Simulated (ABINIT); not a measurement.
# Beyond one shot: Ba2CaMoO6 (Fm-3m), part 2 of 3

Wanted: G0W0 and self-consistent gaps of Ba2CaMoO6 (Fm-3m), with the cost of the cycles.

ABINIT 10.8.3; LDA and many-body steps on it, plane waves. Known limits of the many-body steps: not at the basis limit; no spin-orbit coupling; coarse k mesh.

So far. Step 5 (evGW0, cycle 1): Against G0W0 in ABINIT (2×2×2 mesh, 219 bands, screening to 130.6 eV, Godby-Needs plasmon pole), the gap moves by +0.356 eV. This first cycle still uses the starting levels; it takes the full correction, at all points of the mesh, and its linearised value is 3.706 eV. Step 6 (evGW0, cycle 2): Against the cycle before, the gap moves by −0.148 eV.

### 7. evGW0, cycle 3

Level of this step: evGW0 on LDA, plane waves, norm-conserving pseudopotentials (ABINIT).

run.abi

```
acell 3*1.0 Angstrom
rprim 
  -0.000000000000 4.190056500000 4.190056500000
  4.190056500000 -0.000000000000 4.190056500000
  4.190056500000 4.190056500000 -0.000000000000
ntypat 4
znucl 56 20 42 8
natom 10
typat 1 1 2 3 4 4 4 4 4 4
xred 
  0.250000000000 0.250000000000 0.250000000000
  0.750000000000 0.750000000000 0.750000000000
  0.000000000000 0.000000000000 0.000000000000
  0.500000000000 0.500000000000 0.500000000000
  0.728140000000 0.271860000000 0.271860000000
  0.271860000000 0.728140000000 0.271860000000
  0.271860000000 0.728140000000 0.728140000000
  0.728140000000 0.271860000000 0.728140000000
  0.271860000000 0.271860000000 0.728140000000
  0.728140000000 0.728140000000 0.271860000000
pp_dirpath "pseudos"
pseudos "Ba.upf, Ca.upf, Mo.upf, O.upf"
ecut 36
ngkpt 2 2 2
nshiftk 1
shiftk 0 0 0
kptopt 1
chksymbreak 0
istwfk *1
occopt 1
irdwfk 1
optdriver 4
nband 219
gwcalctyp 10
ecutsigx 36
symsigma 1
nkptgw 3
kptgw 
  0.0000000000 0.0000000000 0.0000000000
  0.5000000000 0.0000000000 0.0000000000
  0.5000000000 0.5000000000 0.0000000000
bdgw 
  23 52
  23 52
  23 52
ecuteps 4.8
irdscr 1
ppmodel 1
irdqps 1
indata_prefix "in"
outdata_prefix "out"
tmpdata_prefix "tmp"
```

Run with:

```console
OMP_NUM_THREADS=1 mpirun -n 8 abinit run.abi > log
```

Log:

```text
.Version 10.8.3 of ABINIT. v10.8.2 released Aug 2026.

 Symmetries : space group Fm -3 m (#225); Bravais cF (face-center cubic)
[... echo of the input left out ...]
== DATASET  1 ==================================================================
-   mpi_nproc: 8, omp_nthreads: 1 (-1 if OMP is not activated)

--- !DatasetInfo
iteration_state: {dtset: 1, }
dimensions: {natom: 10, nkpt: 3, mband: 219, nsppol: 1, nspinor: 1, nspden: 1, mpw: 10272, }
cutoff_energies: {ecut:  36.0, pawecutdg:  -1.0, }
[...]
Convergence of QP corrections
 >>>>> For spin  1 <<<<<
.  kptgw no:  1; Maximum DeltaE = (   0.000   0.000) for band index:  1
.  kptgw no:  2; Maximum DeltaE = (  -0.003  -0.000) for band index:  2
.  kptgw no:  3; Maximum DeltaE = (   0.001   0.000) for band index: 29

== END DATASET(S) ==============================================================
================================================================================

 -outvars: echo values of variables after computation  --------
           etotal      0.0000000000E+00
            nband         219
             nkpt           3
          spgroup         225
 [... the other variables as echoed above ...]

 Calculation completed.
```

The job ended after 2.4 min (8 MPI ranks of Arm Neoverse V1, shared host; peak memory 6.2 GiB; 19 min of CPU time).

This step gave:

- quasiparticle gap on the points computed: 3.921 eV
- gap of the density functional on the mesh: 2.125 eV
- k of the valence top: 0, 0, 0
- k of the conduction bottom: 0.5, 0.5, 0
- least direct quasiparticle gap on the computed points: 3.993 eV

Against the cycle before, the gap moves by +0.007 eV.

### 8. Screening, 2×2×2 mesh, 219 bands, screening to 130.6 eV

This step: RPA screening on LDA, plane waves, norm-conserving pseudopotentials.

Changes to run.abi since step 7:

```diff
@@ -31,20 +31,13 @@
 irdwfk 1
-optdriver 4
+optdriver 3
 nband 219
+ecuteps 4.8
+inclvkb 2
+awtr 1
+symchi 1
 gwcalctyp 10
-ecutsigx 36
-symsigma 1
-nkptgw 3
-kptgw 
-  0.0000000000 0.0000000000 0.0000000000
-  0.5000000000 0.0000000000 0.0000000000
-  0.5000000000 0.5000000000 0.0000000000
-bdgw 
-  23 52
-  23 52
-  23 52
-ecuteps 4.8
-irdscr 1
-ppmodel 1
-irdqps 1
+mbpt_sciss 1.853 eV
+nqptdm 1
+qptdm 
+  0 0 0
 indata_prefix "in"
```

Log:

```text
.Version 10.8.3 of ABINIT. v10.8.2 released Aug 2026.

 Symmetries : space group Fm -3 m (#225); Bravais cF (face-center cubic)
[... echo of the input left out ...]
== DATASET  1 ==================================================================
-   mpi_nproc: 8, omp_nthreads: 1 (-1 if OMP is not activated)

--- !DatasetInfo
iteration_state: {dtset: 1, }
dimensions: {natom: 10, nkpt: 3, mband: 219, nsppol: 1, nspinor: 1, nspden: 1, mpw: 10272, }
cutoff_energies: {ecut:  36.0, pawecutdg:  -1.0, }
electrons: {nelect:   8.00000000E+01, charge:   0.00000000E+00, occopt:   1.00000000E+00, tsmear:   1.00000000E-02, }

 SCREENING: Calculation of the susceptibility and dielectric matrices

 Based on a program developped by R.W. Godby, V. Olevano, G. Onida, and L. Reining.
 Incorporated in ABINIT by V. Olevano, G.-M. Rignanese, and M. Torrent.
.Using double precision arithmetic ; gwpc =  8

[... cell and pseudopotentials left out ...]
--------------------------------------------------------------------------------

 ==== K-mesh for the wavefunctions ====
 Number of points in the irreducible wedge :     3
[... list of points left out ...]
 Together with 48 symmetry operations and time-reversal symmetry
 yields     8 points in the full Brillouin Zone.

 ==== Q-mesh for the screening function ====
 Number of points in the irreducible wedge :     3
[... list of points left out ...]
 Together with 48 symmetry operations and time-reversal symmetry
 yields     8 points in the full Brillouin Zone.

 setmesh: FFT mesh size selected  =    45x   45x   45
          total number of points  =        91125

 vcoul_init : cutoff-mode = AUXILIARY_FUNCTION
 q-points for optical limit:   1
     1)      0.000010    0.000020    0.000030

 Dielectric matrix will be calculated only for some
 selected q points provided by the user through the input variables
 nqptdm and qptdm

- screening: taking advantage of time-reversal symmetry
- Maximum band index for partially occupied states nbvw = 40
- Remaining bands to be divided among processors   nbcw = 179
- Number of bands treated by each node ~22

 rdqps: reading QP wavefunctions of the previous step
        looking for file in_QPS
 file not found, 1st iteration initialized with KS eigenelements

 screening : performing a first self-consistency
 update of the energies in W by a scissor operator
 applying a scissor operator of [eV] :   1.853

 Number of electrons calculated from density =   80.0000; Expected =   80.0000
 average of density, n =  0.080576
 r_s =    1.4363
 omega_plasma =   27.3815 [eV]

 calculating chi0 at frequencies [eV] :
  1    0.000000E+00    0.000000E+00
  2    0.000000E+00    2.738152E+01

--------------------------------------------------------------------------------
  q-point number  1        q = ( 0.000000, 0.000000, 0.000000) [r.l.u.]
--------------------------------------------------------------------------------
[... chi0 elements left out ...]
 For q-point:  0.000010 0.000020 0.000030
  dielectric constant =   4.3845
  dielectric constant without local fields =   5.1426

  Average fulfillment of the sum rule on Im[epsilon] for q-point    1 :     69.19  [%]
[... wings left out ...]
== END DATASET(S) ==============================================================
================================================================================

 -outvars: echo values of variables after computation  --------
           etotal      0.0000000000E+00
            nband         219
             nkpt           3
          spgroup         225
 [... the other variables as echoed above ...]

 Calculation completed.
```

It took 47 s on 8 MPI ranks; peak memory 4.1 GiB.

This step gave:

```
ε∞ with local fields, on this mesh, along the program's q direction : 4.385
the same without local fields                                       : 5.143
plasma frequency                                                    : 27.38 eV
plane waves in the screening matrix                                 : 531
```

This screening uses the functional's bands under a rigid shift, the mean opening of the cycle before.

### 9. Screening, 2×2×2 mesh, 219 bands, screening to 130.6 eV

This step: RPA screening on LDA from quasiparticle energies, plane waves, norm-conserving pseudopotentials.

Changes to run.abi since step 8:

```diff
@@ -37,7 +37,8 @@
 symchi 1
+irdqps 1
 gwcalctyp 10
-mbpt_sciss 1.853 eV
-nqptdm 1
+nqptdm 2
 qptdm 
-  0 0 0
+  0.5000000000 0.0000000000 0.0000000000
+  0.5000000000 0.5000000000 0.0000000000
 indata_prefix "in"
```

mrgscr.stdin

```
2
merged
q0_SCR
out_SCR
1
```

Run with:

```console
OMP_NUM_THREADS=1 mpirun -n 8 abinit run.abi > log; mrgscr < mrgscr.stdin
```

Log:

```text
.Version 10.8.3 of ABINIT. v10.8.2 released Aug 2026.

 Symmetries : space group Fm -3 m (#225); Bravais cF (face-center cubic)
[... echo of the input left out ...]
== DATASET  1 ==================================================================
-   mpi_nproc: 8, omp_nthreads: 1 (-1 if OMP is not activated)

--- !DatasetInfo
iteration_state: {dtset: 1, }
dimensions: {natom: 10, nkpt: 3, mband: 219, nsppol: 1, nspinor: 1, nspden: 1, mpw: 10272, }
cutoff_energies: {ecut:  36.0, pawecutdg:  -1.0, }
[...]
q-point number  2        q = ( 0.500000, 0.500000, 0.000000) [r.l.u.]
--------------------------------------------------------------------------------
[... chi0 elements left out ...]
  Average fulfillment of the sum rule on Im[epsilon] for q-point    3 :     70.91  [%]

== END DATASET(S) ==============================================================
================================================================================

 -outvars: echo values of variables after computation  --------
           etotal      0.0000000000E+00
            nband         219
             nkpt           3
          spgroup         225
 [... the other variables as echoed above ...]

 Calculation completed.
```

Wall time 23 s (8 MPI ranks); peak memory 3.3 GiB.

This step gave:

- plasma frequency: 27.38 eV
- plane waves in the screening matrix: 531

This screening reads the quasiparticle levels of the cycle before.

### 10. evGW, cycle 1

This step: evGW on LDA, plane waves, norm-conserving pseudopotentials.

Changes to run.abi since step 9:

```diff
@@ -31,14 +31,20 @@
 irdwfk 1
-optdriver 3
+optdriver 4
 nband 219
-ecuteps 4.8
-inclvkb 2
-awtr 1
-symchi 1
-irdqps 1
 gwcalctyp 10
-nqptdm 2
-qptdm 
+ecutsigx 36
+symsigma 1
+nkptgw 3
+kptgw 
+  0.0000000000 0.0000000000 0.0000000000
   0.5000000000 0.0000000000 0.0000000000
   0.5000000000 0.5000000000 0.0000000000
+bdgw 
+  23 52
+  23 52
+  23 52
+ecuteps 4.8
+irdscr 1
+ppmodel 1
+irdqps 1
 indata_prefix "in"
```

Run with:

```console
OMP_NUM_THREADS=1 mpirun -n 8 abinit run.abi > log
```

Log:

```text
.Version 10.8.3 of ABINIT. v10.8.2 released Aug 2026.

 Symmetries : space group Fm -3 m (#225); Bravais cF (face-center cubic)
[... echo of the input left out ...]
== DATASET  1 ==================================================================
-   mpi_nproc: 8, omp_nthreads: 1 (-1 if OMP is not activated)

--- !DatasetInfo
iteration_state: {dtset: 1, }
dimensions: {natom: 10, nkpt: 3, mband: 219, nsppol: 1, nspinor: 1, nspden: 1, mpw: 10272, }
cutoff_energies: {ecut:  36.0, pawecutdg:  -1.0, }
[...]
Convergence of QP corrections
 >>>>> For spin  1 <<<<<
.  kptgw no:  1; Maximum DeltaE = (   0.000   0.000) for band index: 12
.  kptgw no:  2; Maximum DeltaE = (   0.092  -0.000) for band index: 13
.  kptgw no:  3; Maximum DeltaE = (  -0.190   0.001) for band index:  4

== END DATASET(S) ==============================================================
================================================================================

 -outvars: echo values of variables after computation  --------
           etotal      0.0000000000E+00
            nband         219
             nkpt           3
          spgroup         225
 [... the other variables as echoed above ...]

 Calculation completed.
```

Elapsed: 2.4 min, on 8 MPI ranks; peak memory 6.2 GiB; 19 min of CPU time.

This step gave:

* quasiparticle gap on the points computed: 4.271 eV
* gap of the density functional on the mesh: 2.125 eV
* k of the valence top: 0, 0, 0
* k of the conduction bottom: 0.5, 0.5, 0
* least direct quasiparticle gap on the computed points: 4.341 eV

Against G0W0 in ABINIT (2×2×2 mesh, 219 bands, screening to 130.6 eV, Godby-Needs plasmon pole), the gap moves by +0.565 eV.

### 11. Screening, 2×2×2 mesh, 219 bands, screening to 130.6 eV

This step: RPA screening on LDA, plane waves, norm-conserving pseudopotentials.

Changes to run.abi since step 10:

```diff
@@ -31,20 +31,13 @@
 irdwfk 1
-optdriver 4
+optdriver 3
 nband 219
+ecuteps 4.8
+inclvkb 2
+awtr 1
+symchi 1
 gwcalctyp 10
-ecutsigx 36
-symsigma 1
-nkptgw 3
-kptgw 
-  0.0000000000 0.0000000000 0.0000000000
-  0.5000000000 0.0000000000 0.0000000000
-  0.5000000000 0.5000000000 0.0000000000
-bdgw 
-  23 52
-  23 52
-  23 52
-ecuteps 4.8
-irdscr 1
-ppmodel 1
-irdqps 1
+mbpt_sciss 2.196 eV
+nqptdm 1
+qptdm 
+  0 0 0
 indata_prefix "in"
```

Log:

```text
.Version 10.8.3 of ABINIT. v10.8.2 released Aug 2026.

 Symmetries : space group Fm -3 m (#225); Bravais cF (face-center cubic)
[... echo of the input left out ...]
== DATASET  1 ==================================================================
-   mpi_nproc: 8, omp_nthreads: 1 (-1 if OMP is not activated)

--- !DatasetInfo
iteration_state: {dtset: 1, }
dimensions: {natom: 10, nkpt: 3, mband: 219, nsppol: 1, nspinor: 1, nspden: 1, mpw: 10272, }
cutoff_energies: {ecut:  36.0, pawecutdg:  -1.0, }
[...]
[... chi0 elements left out ...]
 For q-point:  0.000010 0.000020 0.000030
  dielectric constant =   4.2662
  dielectric constant without local fields =   4.9771

  Average fulfillment of the sum rule on Im[epsilon] for q-point    1 :     70.01  [%]
[... wings left out ...]
== END DATASET(S) ==============================================================
================================================================================

 -outvars: echo values of variables after computation  --------
           etotal      0.0000000000E+00
            nband         219
             nkpt           3
          spgroup         225
 [... the other variables as echoed above ...]

 Calculation completed.
```

It took 47 s on 8 MPI ranks; peak memory 4.1 GiB.

This step gave:

```yaml
eps_infinity_with_local_fields_on_this_mesh_along_the_program_s_q_direction: 4.266
the_same_without_local_fields: 4.977
plasma_frequency: 27.38 eV
plane_waves_in_the_screening_matrix: 531
```

This screening uses the functional's bands under a rigid shift, the mean opening of the cycle before.

### 12. Screening, 2×2×2 mesh, 219 bands, screening to 130.6 eV

This step: RPA screening on LDA from quasiparticle energies, plane waves, norm-conserving pseudopotentials.

Changes to run.abi since step 11:

```diff
@@ -37,7 +37,8 @@
 symchi 1
+irdqps 1
 gwcalctyp 10
-mbpt_sciss 2.196 eV
-nqptdm 1
+nqptdm 2
 qptdm 
-  0 0 0
+  0.5000000000 0.0000000000 0.0000000000
+  0.5000000000 0.5000000000 0.0000000000
 indata_prefix "in"
```

mrgscr.stdin is that of step 9.

Run with:

```console
OMP_NUM_THREADS=1 mpirun -n 8 abinit run.abi > log; mrgscr < mrgscr.stdin
```

Log:

```text
.Version 10.8.3 of ABINIT. v10.8.2 released Aug 2026.

 Symmetries : space group Fm -3 m (#225); Bravais cF (face-center cubic)
[... echo of the input left out ...]
== DATASET  1 ==================================================================
-   mpi_nproc: 8, omp_nthreads: 1 (-1 if OMP is not activated)

--- !DatasetInfo
iteration_state: {dtset: 1, }
dimensions: {natom: 10, nkpt: 3, mband: 219, nsppol: 1, nspinor: 1, nspden: 1, mpw: 10272, }
cutoff_energies: {ecut:  36.0, pawecutdg:  -1.0, }
[...]
q-point number  2        q = ( 0.500000, 0.500000, 0.000000) [r.l.u.]
--------------------------------------------------------------------------------
[... chi0 elements left out ...]
  Average fulfillment of the sum rule on Im[epsilon] for q-point    3 :     71.44  [%]

== END DATASET(S) ==============================================================
================================================================================

 -outvars: echo values of variables after computation  --------
           etotal      0.0000000000E+00
            nband         219
             nkpt           3
          spgroup         225
 [... the other variables as echoed above ...]

 Calculation completed.
```

The job ended after 23 s (8 MPI ranks; peak memory 3.3 GiB).

This step gave:

```
plasma frequency                    : 27.38 eV
plane waves in the screening matrix : 531
```

This screening reads the quasiparticle levels of the cycle before.

### 13. evGW, cycle 2

This step: evGW on LDA, plane waves, norm-conserving pseudopotentials.

Changes to run.abi since step 12:

```diff
@@ -31,14 +31,20 @@
 irdwfk 1
-optdriver 3
+optdriver 4
 nband 219
-ecuteps 4.8
-inclvkb 2
-awtr 1
-symchi 1
-irdqps 1
 gwcalctyp 10
-nqptdm 2
-qptdm 
+ecutsigx 36
+symsigma 1
+nkptgw 3
+kptgw 
+  0.0000000000 0.0000000000 0.0000000000
   0.5000000000 0.0000000000 0.0000000000
   0.5000000000 0.5000000000 0.0000000000
+bdgw 
+  23 52
+  23 52
+  23 52
+ecuteps 4.8
+irdscr 1
+ppmodel 1
+irdqps 1
 indata_prefix "in"
```

Run with:

```console
OMP_NUM_THREADS=1 mpirun -n 8 abinit run.abi > log
```

Log:

```text
.Version 10.8.3 of ABINIT. v10.8.2 released Aug 2026.

 Symmetries : space group Fm -3 m (#225); Bravais cF (face-center cubic)
[... echo of the input left out ...]
== DATASET  1 ==================================================================
-   mpi_nproc: 8, omp_nthreads: 1 (-1 if OMP is not activated)

--- !DatasetInfo
iteration_state: {dtset: 1, }
dimensions: {natom: 10, nkpt: 3, mband: 219, nsppol: 1, nspinor: 1, nspden: 1, mpw: 10272, }
cutoff_energies: {ecut:  36.0, pawecutdg:  -1.0, }
[...]
Convergence of QP corrections
 >>>>> For spin  1 <<<<<
.  kptgw no:  1; Maximum DeltaE = (   0.000   0.000) for band index:  4
.  kptgw no:  2; Maximum DeltaE = (   0.004  -0.000) for band index: 13
.  kptgw no:  3; Maximum DeltaE = (  -0.022  -0.000) for band index:  2

== END DATASET(S) ==============================================================
================================================================================

 -outvars: echo values of variables after computation  --------
           etotal      0.0000000000E+00
            nband         219
             nkpt           3
          spgroup         225
 [... the other variables as echoed above ...]

 Calculation completed.
```

Run time: 2.4 min. Hardware: 8 MPI ranks; peak memory 6.2 GiB; 19 min of CPU time.

This step gave:

```
quasiparticle gap on the points computed              : 4.307 eV
gap of the density functional on the mesh             : 2.125 eV
k of the valence top                                  : 0, 0, 0
k of the conduction bottom                            : 0.5, 0.5, 0
least direct quasiparticle gap on the computed points : 4.378 eV
```

Against the cycle before, the gap moves by +0.036 eV.

### 14. Screening, 2×2×2 mesh, 219 bands, screening to 130.6 eV

This step: RPA screening on LDA, plane waves, norm-conserving pseudopotentials.

Changes to run.abi since step 13:

```diff
@@ -31,20 +31,13 @@
 irdwfk 1
-optdriver 4
+optdriver 3
 nband 219
+ecuteps 4.8
+inclvkb 2
+awtr 1
+symchi 1
 gwcalctyp 10
-ecutsigx 36
-symsigma 1
-nkptgw 3
-kptgw 
-  0.0000000000 0.0000000000 0.0000000000
-  0.5000000000 0.0000000000 0.0000000000
-  0.5000000000 0.5000000000 0.0000000000
-bdgw 
-  23 52
-  23 52
-  23 52
-ecuteps 4.8
-irdscr 1
-ppmodel 1
-irdqps 1
+mbpt_sciss 2.230 eV
+nqptdm 1
+qptdm 
+  0 0 0
 indata_prefix "in"
```

Log:

```text
.Version 10.8.3 of ABINIT. v10.8.2 released Aug 2026.

 Symmetries : space group Fm -3 m (#225); Bravais cF (face-center cubic)
[... echo of the input left out ...]
== DATASET  1 ==================================================================
-   mpi_nproc: 8, omp_nthreads: 1 (-1 if OMP is not activated)

--- !DatasetInfo
iteration_state: {dtset: 1, }
dimensions: {natom: 10, nkpt: 3, mband: 219, nsppol: 1, nspinor: 1, nspden: 1, mpw: 10272, }
cutoff_energies: {ecut:  36.0, pawecutdg:  -1.0, }
[...]
[... chi0 elements left out ...]
 For q-point:  0.000010 0.000020 0.000030
  dielectric constant =   4.2550
  dielectric constant without local fields =   4.9616

  Average fulfillment of the sum rule on Im[epsilon] for q-point    1 :     70.09  [%]
[... wings left out ...]
== END DATASET(S) ==============================================================
================================================================================

 -outvars: echo values of variables after computation  --------
           etotal      0.0000000000E+00
            nband         219
             nkpt           3
          spgroup         225
 [... the other variables as echoed above ...]

 Calculation completed.
```

Run time: 47 s. Hardware: 8 MPI ranks; peak memory 4.1 GiB; 6.2 min of CPU time.

This step gave:

| Item | Value |
| --- | --- |
| ε∞ with local fields, on this mesh, along the program's q direction | 4.255 |
| the same without local fields | 4.962 |
| plasma frequency | 27.38 eV |
| plane waves in the screening matrix | 531 |

This screening uses the functional's bands under a rigid shift, the mean opening of the cycle before.

(Continued in part 3 of 3.)

[Paths, hosts, dates, memory and timing lines, banners, echoed tables and standing remarks are left out of the program output.]

[Logs are printed without paths, hosts, clocks, repeated set-up lines and the standing remarks that a program may print on its own settings, such as how far it seeks lower states.]

[Runs of the session that timed out or met a known fault of the program may be left out.]

[No measured gap is set beside runs whose start may be inverted or whose files or cutoffs have a known fault.]

[Loops that did not settle are left out.]

[Hosts, paths, dates, database ids (printed as entryN), source tags and the programs' standing remarks are cut or masked in the printed files.]

[G0W0 gaps are taken among the corrected bands and points alone; a level outside them can change the order at an edge.]

[Where Ansatz stands beside ABINIT at settings called matched, ABINIT's density can come from a denser mesh and the files from another edition; pairs whose starting gaps differed by over 0.03 eV were left out, so agreement reads better than it is.]
